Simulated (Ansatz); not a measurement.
# C on Mo(100): change of the work function, part 3 of 4

Aim: the work function of Mo(100) at several coverages of C (hollow site), and the dipole that each adsorbate carries.

Ansatz 0.2.0; plane-wave DFT, PBE, Ansatz PAW.

So far, work function, upper face (eV): step 2 (the clean slab) 3.83; step 3 (37 atoms, coverage 0.111 ML, cell 3x3) 3.90.

## (4) The covered slab, k-mesh 6×6×1, coverage 0.25 ML

System of this step: Mo16C (C/Mo(100)). The cell holds 17 atoms: 16 Mo and 1 C. Cell: a = 6.300 Å, b = 6.300 Å, c = 23.406 Å, α = 90.0°, β = 90.0°, γ = 90.0°. Vacuum lies along c.

Another coverage, to see how the dipoles act on each other as their distance changes.

input.yaml

```yaml
crystal:
  lattice:
    - [6.3, 0.0, 0.0]
    - [0.0, 6.3, 0.0]
    - [0.0, 0.0, 23.4056268313]
  atoms:
    - { symbol: Mo, position: [0.25, 0.25, 0.3845229211] }
    - { symbol: Mo, position: [0.0, 0.0, 0.4518144323] }
    - { symbol: Mo, position: [0.25, 0.25, 0.5219672998] }
    - { symbol: Mo, position: [0.0, 0.0, 0.5810071388] }
    - { symbol: Mo, position: [0.25, 0.75, 0.3845229211] }
    - { symbol: Mo, position: [0.0, 0.5, 0.4518144323] }
    - { symbol: Mo, position: [0.25, 0.75, 0.5219672998] }
    - { symbol: Mo, position: [0.0, 0.5, 0.5810071388] }
    - { symbol: Mo, position: [0.75, 0.25, 0.3845229211] }
    - { symbol: Mo, position: [0.5, 0.0, 0.4518144323] }
    - { symbol: Mo, position: [0.75, 0.25, 0.5219672998] }
    - { symbol: Mo, position: [0.5, 0.0, 0.5810071388] }
    - { symbol: Mo, position: [0.75, 0.75, 0.3845229211] }
    - { symbol: Mo, position: [0.5, 0.5, 0.4518144323] }
    - { symbol: Mo, position: [0.75, 0.75, 0.5219672998] }
    - { symbol: Mo, position: [0.5, 0.5, 0.5810071388] }
    - { symbol: C, position: [0.25, 0.25, 0.6154770789] }
kpoints:
  mp_grid: { grid: [6, 6, 1] }
hamiltonian:
  xc: pbe
scf:
  occupations: { method: fermi_dirac, width: 0.1 }
  convergence: { dr2_threshold: 1.0e-08 }
efield:
  axis: 3
  dipole_correction: true
  ramp_position: 0.97
  ramp_width: 0.06
relax:
  f_tol: 0.02
  max_steps: 60
  constraints: [{ sites: [0, 1, 4, 5, 8, 9, 12, 13] }]
output:
  dos: { projected: true, e_range: [-8, 4] }
  write_potential: true
  write_density: true
  volumetric_format: npy
  elf: true
```

Command:

```bash
ansatz run input.yaml --threads 4 --pin off --max-ram 16384MiB --backend cpu --events-out ev --progress --plain --runs-dir out
```

What it wrote:

```text
[...]
Crystal: 17 atoms, lattice volume = 928.969 Å³
Basis set: ecut = 420 eV, 18211 PW (Γ), exchange–correlation on 90×90×320 points (8 copies of the dense FFT grid, shifted against one another)
Bands: 137, of which v1, the nominal top of the filled ones, is band 114 counted from 1 (113 counted from 0)
Symmetry: 8 space group operations
[...]
k-points: 10 of 36
[...]
SCF iter   1: F=—  HF=-79531.391543 eV  |F-HF|=—  |Δ(HF+E_count)|=         —  Δρ=7.29e-3  dr2=1.64e0  ethr=1.77e-3  p=-0.118 e·Å  D=-2.29e-2 V/Å  ΔV_dip=0.54 eV  dr2_dipole=1.77e-1  V_vac-E_F(+/−)=4.67/4.14 eV  ⟨swp⟩=9.0  Hψ=6672  notcnv=0
[...]
SCF iter  10: F=-79531.280370 eV  HF=-79531.280370 eV  |F-HF|=1.20e-8  |Δ(HF+E_count)|=   3.99e-8  Δρ=6.08e-7  dr2=7.35e-9  ethr=4.39e-12  p=-0.113 e·Å  D=-2.21e-2 V/Å  ΔV_dip=0.52 eV  dr2_dipole=4.74e-13  V_vac-E_F(+/−)=4.40/3.88 eV  ⟨swp⟩=9.7  Hψ=11025  notcnv=0
SCF 1 converged in 10 iterations: F = -79531.280370 eV  dr2 = 7.35e-9
[...]
relax step   1: F+E_penalty+E_count = -79531.28036977 eV  Δ(F+E_penalty+E_count) = +0.000e0 eV  max|allowed force component| = 1.950e0 eV/Å  Δτ_max = 0.0000 Å  (10 SCF iters, accepted)
[...]
SCF iter  11: F=-79532.067498 eV  HF=-79532.067498 eV  |F-HF|=3.51e-9  |Δ(HF+E_count)|=   2.58e-8  Δρ=3.49e-7  dr2=2.88e-9  ethr=4.39e-12  p=-0.041 e·Å  D=-8.06e-3 V/Å  ΔV_dip=0.19 eV  dr2_dipole=1.73e-12  V_vac-E_F(+/−)=4.08/3.90 eV  ⟨swp⟩=10.8  Hψ=9486  notcnv=0
SCF 2 converged in 11 iterations: F = -79532.067498 eV  dr2 = 2.88e-9
relax step   2: F+E_penalty+E_count = -79532.06749787 eV  Δ(F+E_penalty+E_count) = -7.871e-1 eV  max|allowed force component| = 9.291e-1 eV/Å  Δτ_max = 0.1956 Å  (11 SCF iters, accepted)
SCF iter   1: F=—  HF=-79532.174834 eV  |F-HF|=—  |Δ(HF+E_count)|=         —  Δρ=5.48e-3  dr2=9.35e-1  ethr=2.33e-3  p=-0.041 e·Å  D=-8.06e-3 V/Å  ΔV_dip=0.19 eV  dr2_dipole=1.42e-1  V_vac-E_F(+/−)=4.09/3.90 eV  ⟨swp⟩=3.9  Hψ=2632  notcnv=0
[...]
SCF iter  10: F=-79532.114905 eV  HF=-79532.114905 eV  |F-HF|=1.12e-8  |Δ(HF+E_count)|=   7.64e-9  Δρ=4.72e-7  dr2=2.82e-9  ethr=4.39e-12  p=-0.036 e·Å  D=-7.06e-3 V/Å  ΔV_dip=0.17 eV  dr2_dipole=3.34e-12  V_vac-E_F(+/−)=4.06/3.90 eV  ⟨swp⟩=12.2  Hψ=10097  notcnv=0
SCF 3 converged in 10 iterations: F = -79532.114905 eV  dr2 = 2.82e-9
relax step   3: F+E_penalty+E_count = -79532.11490463 eV  Δ(F+E_penalty+E_count) = -4.741e-2 eV  max|allowed force component| = 3.509e-1 eV/Å  Δτ_max = 0.0741 Å  (10 SCF iters, accepted)
[...]
relax step   4: F+E_penalty+E_count = -79532.13293580 eV  Δ(F+E_penalty+E_count) = -1.803e-2 eV  max|allowed force component| = 8.542e-2 eV/Å  Δτ_max = 0.0460 Å  (10 SCF iters, accepted)
[...]
relax step   5: F+E_penalty+E_count = -79532.13390147 eV  Δ(F+E_penalty+E_count) = -9.657e-4 eV  max|allowed force component| = 2.906e-2 eV/Å  Δτ_max = 0.0157 Å  (8 SCF iters, accepted)
SCF iter   1: F=—  HF=-79532.134472 eV  |F-HF|=—  |Δ(HF+E_count)|=         —  Δρ=7.68e-5  dr2=1.14e-4  ethr=3.28e-7  p=-0.042 e·Å  D=-8.23e-3 V/Å  ΔV_dip=0.19 eV  dr2_dipole=9.22e-6  V_vac-E_F(+/−)=4.08/3.89 eV  ⟨swp⟩=2.0  Hψ=2178  notcnv=0
[...]
SCF iter   6: F=-79532.133944 eV  HF=-79532.133944 eV  |F-HF|=2.33e-9  |Δ(HF+E_count)|=   3.01e-8  Δρ=5.70e-7  dr2=7.70e-9  ethr=4.39e-12  p=-0.042 e·Å  D=-8.12e-3 V/Å  ΔV_dip=0.19 eV  dr2_dipole=5.29e-10  V_vac-E_F(+/−)=4.08/3.89 eV  ⟨swp⟩=10.5  Hψ=9953  notcnv=0
SCF 6 converged in 6 iterations: F = -79532.133944 eV  dr2 = 7.70e-9
relax step   6: F+E_penalty+E_count = -79532.13394351 eV  Δ(F+E_penalty+E_count) = -4.204e-5 eV  max|allowed force component| = 1.428e-3 eV/Å  Δτ_max = 0.0025 Å  (6 SCF iters, accepted)
[...]
SCF converged after 6 iterations
Free energy (F): -79532.133944 eV
[...]
Internal energy: -79531.523683 eV  (E = F + TS)
E sigma→0 (E₀):  -79531.828813 eV
Entropy (-TS):   -0.610261 eV (-35.898 meV/atom)
Fermi energy:    2.890811 eV
Dipole field:    D = -0.008102 V/Å  (p = -0.041592 e·Å, saw-weighted, corrected)
Work function:   Φ+ = 4.0819 eV   Φ− = 3.8923 eV
[...]
--- Forces (eV/Å), atoms counted from 1 ---
  atom   1  Mo     0.00000000     0.00000000     1.39846378
  atom   2  Mo    -0.37729627    -0.37729627    -1.57277696
  atom   3  Mo    -0.00000000     0.00000000    -0.00142786
  atom   4  Mo    -0.00019069    -0.00019069    -0.00006113
  atom   5  Mo     0.00000000     0.00000000     1.65374409
  atom   6  Mo    -0.37729627     0.37729627    -1.57277696
  atom   7  Mo     0.00000000     0.00000000     0.00017751
  atom   8  Mo    -0.00019069     0.00019069    -0.00006113
  atom   9  Mo     0.00000000    -0.00000000     1.65374409
  atom  10  Mo     0.37729627    -0.37729627    -1.57277696
  atom  11  Mo    -0.00000000    -0.00000000     0.00017751
  atom  12  Mo     0.00019069    -0.00019069    -0.00006113
  atom  13  Mo     0.00000000    -0.00000000     1.58435367
  atom  14  Mo     0.37729627     0.37729627    -1.57277696
  atom  15  Mo     0.00000000    -0.00000000     0.00084408
  atom  16  Mo     0.00019069     0.00019069    -0.00006113
  atom  17  C      0.00000000    -0.00000000     0.00118919
  max |Σ_I F_I| component: 8.63e-5 eV/Å
--- Band table (eV; the first three rows and the last of 10) ---
  k-point 0: bands = [... 110 lower, 2.5560, 2.8312, 3.0454, 3.1599, 3.1599, 3.4099, 3.5165, 3.5165, ... 19 higher]
  k-point 1: bands = [... 110 lower, 2.7222, 2.8585, 2.9119, 2.9678, 3.1082, 3.1475, 3.4168, 3.4438, ... 19 higher]
  k-point 2: bands = [... 110 lower, 2.6925, 2.7001, 2.8134, 2.8245, 2.9606, 3.0744, 3.2627, 3.3431, ... 19 higher]
  k-point 9: bands = [... 110 lower, 2.3812, 2.4181, 2.7019, 2.7062, 2.7062, 2.7185, 3.0061, 3.1925, ... 19 higher]
--- Relaxed structure (6 steps of the walk, 6 accepted, 0 SCFs on fresh bases) ---
  F+E_penalty+E_count = -79532.13394351 eV   max|allowed force component| = 1.428e-3 eV/Å
  atoms:
    - { symbol: Mo, position: [0.250000, 0.250000, 0.3845229211] }
    - { symbol: Mo, position: [0.0, 0.0, 0.451814] }
    - { symbol: Mo, position: [0.250000, 0.250000, 0.514413] }
    - { symbol: Mo, position: [0.014429, 0.014429, 0.583959] }
    - { symbol: Mo, position: [0.250000, 0.750000, 0.3845229211] }
    - { symbol: Mo, position: [0.0, 0.500000, 0.451814] }
    - { symbol: Mo, position: [0.250000, 0.750000, 0.522728] }
    - { symbol: Mo, position: [0.014429, 0.485571, 0.583959] }
    - { symbol: Mo, position: [0.750000, 0.250000, 0.3845229211] }
    - { symbol: Mo, position: [0.500000, 0.0, 0.451814] }
    - { symbol: Mo, position: [0.750000, 0.250000, 0.522728] }
    - { symbol: Mo, position: [0.485571, 0.014429, 0.583959] }
    - { symbol: Mo, position: [0.750000, 0.750000, 0.3845229211] }
    - { symbol: Mo, position: [0.500000, 0.500000, 0.451814] }
    - { symbol: Mo, position: [0.750000, 0.750000, 0.521813] }
    - { symbol: Mo, position: [0.485571, 0.485571, 0.583959] }
    - { symbol: C, position: [0.250000, 0.250000, 0.607344] }
```

The job ended after 3.8 min (4 threads of Arm Neoverse V1, shared host; peak memory 3.2 GiB; 15 min of CPU time).

The steps of the relaxation:

```csv
step,energy less that of the first step (eV),largest force component (eV/Å)
1,0.0000,1.9502
2,-0.7871,0.9291
3,-0.8345,0.3509
4,-0.8526,0.0854
5,-0.8535,0.0291
6,-0.8536,0.0014
```

Forces are held to the 8 operations that the program found; a distortion that breaks them can't arise in this run.

The atoms that moved most (Å):

```csv
atom,dx,dy,dz,length
C17,0.000,0.000,-0.190,0.190
Mo3,0.000,0.000,-0.177,0.177
Mo8,0.091,-0.091,0.069,0.146
Mo4,0.091,0.091,0.069,0.146
Mo16,-0.091,-0.091,0.069,0.146
Mo12,-0.091,0.091,0.069,0.146
Mo7,0.000,0.000,0.018,0.018
Mo11,0.000,0.000,0.018,0.018
```

Final coordinates:

```cif
data_structure
_symmetry_space_group_name_H-M 'P 1'
_symmetry_Int_Tables_number 1
_cell_length_a 6.3000
_cell_length_b 6.3000
_cell_length_c 23.4056
_cell_angle_alpha 90.000
_cell_angle_beta 90.000
_cell_angle_gamma 90.000
_cell_volume 928.97
loop_
_atom_site_label
_atom_site_type_symbol
_atom_site_fract_x
_atom_site_fract_y
_atom_site_fract_z
_atom_site_occupancy
Mo1 Mo 0.25000 0.25000 0.38452 1
Mo2 Mo 0.00000 0.00000 0.45181 1
Mo3 Mo 0.25000 0.25000 0.51441 1
Mo4 Mo 0.01443 0.01443 0.58396 1
Mo5 Mo 0.25000 0.75000 0.38452 1
Mo6 Mo 0.00000 0.50000 0.45181 1
Mo7 Mo 0.25000 0.75000 0.52273 1
Mo8 Mo 0.01443 0.48557 0.58396 1
Mo9 Mo 0.75000 0.25000 0.38452 1
Mo10 Mo 0.50000 0.00000 0.45181 1
Mo11 Mo 0.75000 0.25000 0.52273 1
Mo12 Mo 0.48557 0.01443 0.58396 1
Mo13 Mo 0.75000 0.75000 0.38452 1
Mo14 Mo 0.50000 0.50000 0.45181 1
Mo15 Mo 0.75000 0.75000 0.52181 1
Mo16 Mo 0.48557 0.48557 0.58396 1
C17 C 0.25000 0.25000 0.60734 1
```

Numbers from this step:

| Quantity | Value |
| --- | --- |
| energy at zero smearing | -79531.8288 eV |
| work function, upper face | 4.082 eV |
| work function, lower face | 3.892 eV |
| dipole along the normal | -0.04159 e·Å |
| step between the vacuum levels | 0.1896 eV |

The density of states has structure finer than the step of the table below, so its rows give means over 0.25 eV. Peaks (eV: height): -3.040: 50.5, -2.890: 44.9, -2.620: 45.3, -2.500: 36.9, -0.480: 41.4, 1.230: 39.2, 1.500: 49.0.

The density of states by energy, zero at the Fermi level; means over each step:

```csv
energy (eV),density of states (states/eV a cell)
-6.25,0
-6.00,0.374
-5.75,1.58
-5.50,1.81
-5.25,2.06
-5.00,4.43
-4.75,12.7
-4.50,14.0
-4.25,12.6
-4.00,20.1
-3.75,14.2
-3.50,11.6
-3.25,23.0
-3.00,26.4
-2.75,25.3
-2.50,27.4
-2.25,21.1
-2.00,16.1
-1.75,19.5
-1.50,20.8
-1.25,17.5
-1.00,16.7
-0.75,17.7
-0.50,28.3
-0.25,26.8
0.00,17.6
0.25,12.1
0.50,17.6
0.75,11.9
1.00,19.9
1.25,28.1
```

Projected DOS per atom over height of the atomic layer and energy from the Fermi level. Layers: Mo4 Mo4 Mo4 Mo4 C from below.

Ten even steps from '0' (0.00 states/eV) to '9' (3.16 states/eV), each cell a mean:
```
75550
33330
42130
41131
92260
51250
42231
43331
34331
45552
36631
34221
14421
03324
01325
00000
00000
00000
00000
00000
00000
00000
```
Columns: height of the atomic layer (Å) from 9 to 14.2 (not evenly spaced); rows upwards: energy from the Fermi level (eV) from -7.96 to 1.54.

ELF in the ca plane at fractional y = 0.250, with atoms of Mo and C within 0.2 Å of it. It is the smooth field of the valence electrons, not physical close to the nuclei.

Ten even steps from '0' (0.00) to '9' (0.79), each cell a mean:
```
00012222233454553224554433210000000000000000
00011123443355433333455433210000000000000000
00000127887335336886335443210000000000000000
00000038768424238768324443210000000000000000
00000038768424238768324443210000000000000000
00000127887345336886335443210000000000000000
00011123443355433333455433210000000000000000
00012222233444553224554433210000000000000000
00112333344544554345444444310000000000000000
00011222223455532223445776421000000000000000
00001125765345335653368999742000000000000000
00000038888434258785377689852000000000000000
00000048658433268486374169852100000000000000
00000038888434258785377689852000000000000000
00001125665355335653368999741000000000000000
00011222223455542223445776421000000000000000
00112333344544554345444444210000000000000000
```
Columns run along c (16.0 Å, from fractional 0.25 to 0.94 of the cell), rows up along a (6.3 Å). Atoms in or near the plane, at fractional coordinates: Mo at (0.38, 0.25), Mo at (0.51, 0.25), Mo at (0.38, 0.75), Mo at (0.52, 0.75), C at (0.61, 0.25).

Valence density in the ca plane at fractional y = 0.250, with atoms of Mo and C within 0.2 Å of it. It is the smooth field of the valence electrons, not physical close to the nuclei.

Ten steps, logarithmic in the rise over the least value, from '0' (0.0 e/Å³) to '9' (6.5 e/Å³), each cell a mean:
```
00000112333333333333333221000000000000000000
00000124555433334555433211000000000000000000
00000147887533347887532210000000000000000000
00000258999633358998532110000000000000000000
00000258999633358998532110000000000000000000
00000137887533347887432210000000000000000000
00000124555433334554433211000000000000000000
00000112333333333333333221000000000000000000
00000112333333333333333321000000000000000000
00000123444333334443344432100000000000000000
00000135776433357775445553200000000000000000
00000148998643479997456664210000000000000000
00000258999643479997556765210000000000000000
00000148998643479996456664210000000000000000
00000135776433357775445553100000000000000000
00000123444333334443334432100000000000000000
00000112333333333333333321000000000000000000
```
Columns run along c (16.0 Å, from fractional 0.25 to 0.94 of the cell), rows up along a (6.3 Å). Atoms in or near the plane, at fractional coordinates: Mo at (0.38, 0.25), Mo at (0.51, 0.25), Mo at (0.38, 0.75), Mo at (0.52, 0.75), C at (0.61, 0.25).

Electrostatic potential energy in the ca plane at fractional y = 0.250, with atoms of Mo and C within 0.2 Å of it. With pseudopotentials it is smooth inside the atoms' cores, unlike the true potential.

Values in eV, 9 rows by 16 columns, each cell a mean:
```
  7   6   1  -5   3   2  -6   1   5   7   7   7   7   7   7   7
  7   5 -21 -53  -4  -9 -55 -14   6   7   7   7   7   7   7   7
  7   4 -26 -60  -6 -12 -61 -18   6   7   7   7   7   7   7   7
  7   6  -2 -13   2   1 -15  -1   5   7   7   7   7   7   7   7
  7   6   4   2   4   3   2   3   4   7   7   7   7   7   7   7
  7   5  -8 -28   1  -7 -28  -2  -6   5   7   7   7   7   7   7
  7   4 -29 -64  -8 -26 -64 -15 -53  -1   7   7   7   7   7   7
  7   5 -14 -40  -1 -12 -40  -5 -16   4   7   7   7   7   7   7
  7   6   3   1   4   3   0   3   3   7   7   7   7   7   7   7
```
Columns run along c (16.0 Å, from fractional 0.25 to 0.94 of the cell; values clipped at the 3rd and 97th percentile), rows up along a (6.3 Å). Atoms in or near the plane, at fractional coordinates: Mo at (0.38, 0.25), Mo at (0.51, 0.25), Mo at (0.38, 0.75), Mo at (0.52, 0.75), C at (0.61, 0.25).

The relaxation took 6 steps and lowered the energy by 0.85 eV; the largest force on the free atoms ends at 0.0014 eV/Å.

By hand: a sheet of dipoles makes a step −p/(ε₀A) in the electron's potential. With e/ε₀ = 180.95 V·Å, p = -0.04159 e·Å and A = 39.69 Å², that is −180.95 × (-0.04159) / 39.69 = +0.190 eV, and the two vacuum levels of the run differ by +0.190 eV.

The covered face has 4.08 eV, +0.25 eV against the clean one; the bare back face has moved by +0.03 eV, a measure of how thin the slab is.

## (5) Adsorbate added, k-mesh 6×6×1, coverage 0.5 ML

System of this step: Mo8C (C/Mo(100)). The cell holds 18 atoms: 16 Mo and 2 C. Cell: a = 6.300 Å, b = 6.300 Å, c = 23.406 Å, α = 90.0°, β = 90.0°, γ = 90.0°. Vacuum lies along c.

Another coverage, to see how the dipoles act on each other as their distance changes.

Edit input.yaml of step 4 so:

```diff
@@ -23,2 +23,3 @@
     - { symbol: C, position: [0.25, 0.25, 0.6154770789] }
+    - { symbol: C, position: [0.75, 0.75, 0.6154770789] }
 kpoints:
```

What it wrote:

```text
[...]
Crystal: 18 atoms, lattice volume = 928.969 Å³
Basis set: ecut = 420 eV, 18211 PW (Γ), exchange–correlation on 90×90×320 points (8 copies of the dense FFT grid, shifted against one another)
Bands: 140, of which v1, the nominal top of the filled ones, is band 116 counted from 1 (115 counted from 0)
Symmetry: 16 space group operations
[...]
- { symbol: Mo, position: [0.750000, 0.750000, 0.3845229211] }
    - { symbol: Mo, position: [0.500000, 0.500000, 0.451814] }
    - { symbol: Mo, position: [0.750000, 0.750000, 0.514736] }
    - { symbol: Mo, position: [0.500000, 0.500000, 0.586948] }
    - { symbol: C, position: [0.250000, 0.250000, 0.605514] }
    - { symbol: C, position: [0.750000, 0.750000, 0.605514] }
[key lines of the parts left out:]
SCF converged after 6 iterations
Free energy (F): -79784.566630 eV
Fermi energy:    2.842872 eV
Dipole field:    D = -0.019030 V/Å  (p = -0.097696 e·Å, saw-weighted, corrected)
Work function:   Φ+ = 4.4035 eV   Φ− = 3.9581 eV
```

Wall time 3.2 min (4 threads); peak memory 3.2 GiB; 13 min of CPU time.

Step by step:

```csv
step,energy less that of the first step (eV),largest force component (eV/Å)
1,0.0000,2.8757
2,-1.6388,0.6458
3,-1.7299,0.2911
4,-1.7361,0.0681
5,-1.7365,0.0033
```

The run keeps the 16 symmetry operations that the program found, so distortions that break them were not tested.

The atoms that moved most (Å):

```csv
atom,dx,dy,dz,length
C18,0.000,0.000,-0.233,0.233
C17,0.000,0.000,-0.233,0.233
Mo3,0.000,0.000,-0.169,0.169
Mo15,0.000,0.000,-0.169,0.169
Mo12,0.000,0.000,0.139,0.139
Mo16,0.000,0.000,0.139,0.139
Mo8,0.000,0.000,0.139,0.139
Mo4,0.000,0.000,0.139,0.139
```

Final coordinates:

```cif
data_structure
_symmetry_space_group_name_H-M 'P 1'
_symmetry_Int_Tables_number 1
_cell_length_a 6.3000
_cell_length_b 6.3000
_cell_length_c 23.4056
_cell_angle_alpha 90.000
_cell_angle_beta 90.000
_cell_angle_gamma 90.000
_cell_volume 928.97
loop_
_atom_site_label
_atom_site_type_symbol
_atom_site_fract_x
_atom_site_fract_y
_atom_site_fract_z
_atom_site_occupancy
Mo1 Mo 0.25000 0.25000 0.38452 1
Mo2 Mo 0.00000 0.00000 0.45181 1
Mo3 Mo 0.25000 0.25000 0.51474 1
Mo4 Mo 0.00000 0.00000 0.58695 1
Mo5 Mo 0.25000 0.75000 0.38452 1
Mo6 Mo 0.00000 0.50000 0.45181 1
Mo7 Mo 0.25000 0.75000 0.52335 1
Mo8 Mo 0.00000 0.50000 0.58695 1
Mo9 Mo 0.75000 0.25000 0.38452 1
Mo10 Mo 0.50000 0.00000 0.45181 1
Mo11 Mo 0.75000 0.25000 0.52335 1
Mo12 Mo 0.50000 0.00000 0.58695 1
Mo13 Mo 0.75000 0.75000 0.38452 1
Mo14 Mo 0.50000 0.50000 0.45181 1
Mo15 Mo 0.75000 0.75000 0.51474 1
Mo16 Mo 0.50000 0.50000 0.58695 1
C17 C 0.25000 0.25000 0.60551 1
C18 C 0.75000 0.75000 0.60551 1
```

(Continued in part 4 of 4.)

[Long decimals in the printed logs are rounded to 6 places.]

[Logs are printed without paths, hosts, clocks, repeated set-up lines and the standing remarks that a program may print on its own settings, such as how far it seeks lower states.]

[Hosts, paths, dates, database ids (printed as entryN), source tags and the programs' standing remarks are cut or masked in the printed files.]

[Maps of the electrostatic potential energy from Ansatz leave out the sawtooth potential of an applied field or a dipole correction, so their vacuum need not be flat; planar profiles and work functions include it.]

[The density of states shown here was stored with 400 of the rows of the run's finer table, so its peaks can read low, often by over a quarter, or be missed, and its means over a window can be off by a tenth or more.]
